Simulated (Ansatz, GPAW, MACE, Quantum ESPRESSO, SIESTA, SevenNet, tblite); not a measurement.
## Random packing of 77WO3-23Li2O (mol %) (98 atoms) in tblite

How near does tblite come to plane waves for random packing of 77WO3-23Li2O (mol %) (98 atoms)?

Main program and level: tblite 0.8.0; the method is named at each step.

## 1. The starting structure

The cell holds 98 atoms: 20 W, 66 O and 12 Li. Its edges and angles: a = 10.952 Å, b = 10.952 Å, c = 10.952 Å, α = 90.0°, β = 90.0°, γ = 90.0°. 98 atoms (20 W, 66 O, 12 Li) packed at random in a cube at 6.09 g/cm³ and pushed apart as soft spheres, cations and anions kept from their own kind; a start for melting by ab initio MD, not an equilibrated structure. Then every atom was moved at random, 0.05 Å r.m.s. a Cartesian component.

The yardstick, on the same geometry:

* method: Kohn-Sham DFT, PBE, PAW, plane waves (Ansatz 0.2.0); cutoff 420 eV, Γ point, fermi-dirac smearing of 0.05 eV; PAW set soft_2
* r.m.s. force component: 2.007 eV/Å
* longest force: 6.409 eV/Å
* pressure: -27.85 GPa
* SCF cycles: 13
* time: 34 s on 4 threads of Arm Neoverse V1, shared host
* CPU time: 2 min

## 2. GFN1-xTB

Method: GFN1-xTB tight binding, diagonalisation.

Contents of run.py:

```python
import numpy as np
from ase.io import read
from tblite.ase import TBLite

atoms = read("structure.xyz")
atoms.calc = TBLite(method="GFN1-xTB", electronic_temperature=580, accuracy=1.0, max_iterations=250, mixer_damping=0.4, verbosity=1)
energy = atoms.get_potential_energy()
forces = atoms.get_forces()
print(f"energy {energy:.6f} eV")
print("forces (eV/A)")
for i, (a, f) in enumerate(zip(atoms, forces)):
    print(f"{i:4d} {a.symbol:2s} {f[0]:10.5f} {f[1]:10.5f} {f[2]:10.5f}")
stress = -atoms.get_stress(voigt=False) * 160.21766
print("stress (GPa, compression positive)")
for row in stress:
    print(" ".join(f"{x:10.4f}" for x in row))
print("charges (e)")
print(np.array2string(atoms.get_charges(), precision=4, suppress_small=True, max_line_width=110, threshold=100000))
```

Contents of structure.xyz:

```xyz
98
Lattice="10.95180 0.00000 0.00000 0.00000 10.95180 0.00000 0.00000 0.00000 10.95180" Properties=species:S:1:pos:R:3 pbc="T T T"
W 6.57437 0.68996 9.03688
W 0.53970 8.81861 8.17212
W 4.35871 4.80576 6.44174
W 2.67476 2.41586 0.72501
W 7.58533 5.64291 7.43704
W 6.31065 6.84893 3.59241
W 7.25305 10.91851 5.64675
W 4.99961 2.21117 2.11184
W 10.30159 4.40021 5.39880
W 3.91888 7.72923 7.60252
W 10.73704 2.37085 9.65916
W 8.55555 9.04257 0.70376
W 3.93783 2.47587 8.04935
W 6.61489 4.57895 9.93493
W 3.94057 4.33122 10.28714
W 10.08847 1.57542 3.38367
W 8.08999 2.96049 1.29352
W 8.65389 7.68334 4.28544
W 9.68106 10.08573 5.07353
W 2.08227 6.77018 9.32863
O 10.92431 7.34263 1.70038
O 2.42911 3.54915 4.19892
O 6.99962 2.68297 3.07789
O 3.38038 6.37909 0.14719
O 7.54776 10.89901 0.52361
O 7.58598 9.62236 9.15888
O 4.59647 10.22066 3.03387
O 9.70757 1.22594 5.49518
O 10.84568 7.46672 5.23124
O 2.53315 0.06462 10.18561
O 8.74687 3.43153 4.18830
O 6.08756 2.82502 0.21049
O 4.08108 0.26788 8.20772
O 4.32585 5.20846 3.99697
O 7.77819 5.86075 5.20375
O 8.25897 9.90097 3.35925
O 0.24751 7.24144 10.53936
O 8.61085 1.00417 9.82606
O 0.22583 0.23908 9.09558
O 3.10790 10.91128 5.11887
O 9.96526 10.43422 7.27178
O 7.82506 9.22755 6.94048
O 2.92150 10.92059 1.65591
O 5.88692 8.70449 2.03233
O 4.01099 2.75164 5.56384
O 8.08133 5.82362 0.42033
O 4.11799 5.74827 8.44471
O 4.20352 2.06650 10.15834
O 5.19729 6.80939 1.44367
O 6.85134 7.58708 0.23371
O 10.03064 10.45546 1.34466
O 2.71824 8.98398 9.09262
O 1.41552 2.20033 5.96577
O 1.17217 3.87672 10.88729
O 1.67092 2.50501 8.39094
O 0.06571 9.28034 3.48136
[... 38 atom lines left out ...]
Li 4.51696 5.00946 2.09453
Li 4.69438 0.92444 5.65573
Li 10.34463 4.77236 1.86334
Li 1.48966 0.71526 7.08220
```

Command:

```bash
OMP_NUM_THREADS=1 python run.py > output.txt
```

Output:

```text
------------------------------------------------------------
  cycle        total energy    energy error   density error
------------------------------------------------------------
      1     -291.9934197626  -2.9182464E+02   1.6503695E+00
      2      94.96749406846   3.8696091E+02   2.7914498E+00
      3     -37.79970722760  -1.3276720E+02   1.8713569E+00
      4     -304.7534766730  -2.6695377E+02   1.1047627E+00
      5     -335.7514340954  -3.0997957E+01   7.0752018E-01
      6     -232.9343734314   1.0281706E+02   1.1639291E+00
      7     -282.3265746372  -4.9392201E+01   1.0012662E+00
      8     -304.0972605781  -2.1770686E+01   8.1306359E-01
      9     -292.0879609587   1.2009300E+01   8.2723041E-01
     10     -330.3476692681  -3.8259708E+01   5.7736624E-01
     11     -333.6037888598  -3.2561196E+00   5.3350615E-01
     12     -348.9813433165  -1.5377554E+01   3.5121384E-01
     13     -351.0010070836  -2.0196638E+00   2.9110634E-01
     14     -353.9175347952  -2.9165277E+00   2.0191976E-01
     15     -354.4106034091  -4.9306861E-01   1.7038884E-01
     16     -350.7652853005   3.6453181E+00   2.3369966E-01
     17     -352.8337147951  -2.0684295E+00   2.0510973E-01
     18     -354.3593501644  -1.5256354E+00   1.3146503E-01
     19     -353.5752037686   7.8414640E-01   1.6050750E-01
     20     -354.4265817071  -8.5137794E-01   1.2173858E-01
     21     -355.0371382938  -6.1055659E-01   8.3736964E-02
     22     -354.6286114445   4.0852685E-01   1.0490942E-01
     23     -355.1486420469  -5.2003060E-01   7.1543692E-02
     24     -355.3450410462  -1.9639900E-01   4.9444000E-02
[...]
41     -355.5035969695  -2.1691234E-06   1.7194692E-04
     42     -355.5035978342  -8.6467952E-07   1.2297551E-04
     43     -355.5035984013  -5.6712565E-07   6.6974140E-05
     44     -355.5035985325  -1.3118859E-07   4.6737866E-05
     45     -355.5035986114  -7.8947039E-08   2.9301333E-05
     46     -355.5035986159  -4.4419721E-09   2.3985686E-05
     47     -355.5035986169  -1.0260237E-09   2.2713669E-05
     48     -355.5035986392  -2.2310417E-08   1.3852337E-05
------------------------------------------------------------
 total:                                   6.890 sec
energy -9673.745656 eV
forces (eV/A)
   0 W     3.68743   -0.57857   -0.43727
   1 W    -3.23375    0.40345   -1.95258
   2 W     0.45619   -1.72076   -4.32507
   3 W    -2.63920   -1.48690   -0.31536
   4 W     2.99274   -3.19966    0.32116
   5 W    -5.04892   -1.13932   -3.93381
   6 W    -1.24053    2.80937    3.31798
   7 W     3.24675   -4.00826    0.23429
   8 W     3.37854   -1.51500    1.46049
   9 W    -1.64148    4.81101   -4.45267
  10 W     3.47782   -3.29622    0.70485
  11 W    -0.45461    2.11533   -0.63319
  12 W    -2.78803   -3.24073    1.43022
  13 W     0.89958    1.28610    0.24800
  14 W    -1.21285    1.49199   -0.53710
  15 W    -0.57610   -0.92644    0.21164
  16 W    -3.18117    0.52129    1.81040
  17 W     3.07488    1.70472    0.31094
  18 W     7.17058    0.86518    0.51726
  19 W    -2.64889   -2.86191    2.57565
  20 O     0.42099    0.03529   -1.61864
  21 O     0.64619   -1.39403    0.65979
  22 O    -2.11728    1.07077   -2.68945
  23 O    -1.32635   -1.04928   -2.92990
[...]
90 Li   -0.32620    0.23176   -0.34763
  91 Li   -1.29794    0.20774   -0.36376
  92 Li    0.70237    0.49759   -0.06523
  93 Li    0.36917    0.37257    0.26532
  94 Li   -0.78878    0.96550    0.46675
  95 Li   -1.11290   -0.06379   -0.51628
  96 Li    1.07953    0.71639   -0.80432
  97 Li    0.06347    0.15430   -0.21893
stress (GPa, compression positive)
  -17.2362     2.5620    -1.5357
    2.5620   -22.0762     1.0812
   -1.5357     1.0812   -19.6670
charges (e)
[ 1.4431  1.2553  1.1353  0.7517  1.0162  0.9971  0.986   0.9022  1.1952  0.9769  1.5438  1.5747  0.9452
  0.811   0.3735  0.989   1.0039  0.7457  0.994   0.8833 -0.35   -0.3158 -0.3336 -0.331  -0.3908 -0.4805
 -0.2633 -0.3945 -0.4068 -0.3064 -0.4927 -0.4759 -0.443  -0.4439 -0.5016 -0.5038 -0.3106 -0.4858 -0.4155
 -0.3063 -0.3979 -0.4143 -0.2299 -0.286  -0.4008 -0.2578 -0.5264 -0.4606 -0.3057 -0.3025 -0.4258 -0.4513
 -0.345  -0.433  -0.4049 -0.3479 -0.3711 -0.5079 -0.3722 -0.3396 -0.4527 -0.3765 -0.4977 -0.459  -0.3349
 -0.2688 -0.5127 -0.3092 -0.3858 -0.2912 -0.4772 -0.3449 -0.379  -0.3657 -0.3581 -0.353  -0.5215 -0.3176
 -0.3346 -0.3779 -0.3594 -0.4725 -0.4002 -0.44   -0.4383 -0.479   0.4991  0.4575  0.4779  0.3997  0.3728
  0.4428  0.4244  0.4351  0.4072  0.4769  0.3962  0.5269]
```

Elapsed: 7.5 s, on 1 thread of Arm Neoverse V1, shared host; peak memory 0.13 GiB.

Banners, paths, timers and routine set-up lines are dropped from the logs unmarked, and long logs keep their key lines alone; longer cuts are marked.

Against the reference:

```yaml
r_m_s_force_component: 1.961 eV/Å
r_m_s_difference_of_force_components: 612 meV/Å
longest_difference_of_force_vectors: 3617 meV/Å
force_difference_over_r_m_s_force: 30.49 %
slope_of_forces_against_the_reference_s: 0.9307
correlation_of_force_components: 0.9527
pressure: -19.66 GPa
pressure_difference: 8.195 GPa
```

Length of the force difference by element (eV/Å):

```tsv
element	atoms	mean	most
Li	12	0.37	0.71
O	66	0.69	1.7
W	20	1.7	3.6
```

The surroundings of W15, which has 3 bonded neighbours where the commonest count for W is 5, nearest first, numbered as they follow in the input and with coordinates relative to it.

```tsv
atom	x	y	z	distance (Å)	bonds	Mulliken charge (e)	Fx	Fy	Fz (eV/Å)
W15	0.00	0.00	0.00	0.00	3	0.37	-1.21	1.49	-0.54
O24	-0.56	2.05	0.81	2.27	2	-0.33	-1.33	-1.05	-2.93
O48	0.26	-2.26	-0.13	2.28	3	-0.46	-1.66	2.29	-1.82
O47	0.18	1.42	-1.84	2.33	4	-0.53	-0.43	1.62	-1.70
W4	-1.27	-1.92	1.39	2.68	4	0.75	-2.64	-1.49	-0.32
O83	-1.78	0.27	-2.02	2.71	1	-0.40	0.35	1.46	1.20
W14	2.67	0.25	-0.35	2.71	4	0.81	0.90	1.29	0.25
O32	2.15	-1.51	0.88	2.76	3	-0.48	1.96	0.52	2.95
O60	-1.50	0.73	2.32	2.86	1	-0.34	1.68	-1.32	-0.60
O54	-2.77	-0.45	0.60	2.87	2	-0.43	-0.24	-3.27	-1.71
Li95	0.58	0.68	2.76	2.90	3	0.41	-0.79	0.97	0.47
W13	0.00	-1.86	-2.24	2.91	5	0.95	-2.79	-3.24	1.43
```

Atoms are counted from 1 here, from 0 in the log.

Forces lie 30 % from the reference's, at 0.062 times its CPU time (on 1 against 4 cores).

## 3. What came out

```
force difference from the reference : tblite GFN1-xTB, 30 %
its CPU time                        : 7.5 s
```

Tight binding differs by 30 % (tblite GFN1-xTB); it is another model, with fitted parameters of its own, and the xTB methods hold dispersion. One electronic-structure run takes under half the reference's CPU time: tblite GFN1-xTB, at 30 % in 7.5 s against 2 min; its pressure misses by +8.2 GPa. Periodic xTB results under one method name differ between programs and library versions. The reference's pressure of -28 GPa says that the cell would shrink at this level of theory. The runs have no spin polarisation, so moments on W can't form, and no Hubbard term. The electronic-structure runs sample only Γ, in a cell whose shortest periodic width is 11 Å, which is coarse for a cell with partly filled levels. Spin–orbit coupling is left out, which matters for the levels of the heavy elements.

[Also dropped from logs without a mark: logging warnings of Python, and SIESTA's first energy breakdown and zero terms.]

[Logs are printed without paths, hosts, clocks, repeated set-up lines and the standing remarks that a program may print on its own settings, such as how far it seeks lower states.]

[Hosts, paths, dates, database ids (printed as entryN), source tags and the programs' standing remarks are cut or masked in the printed files.]
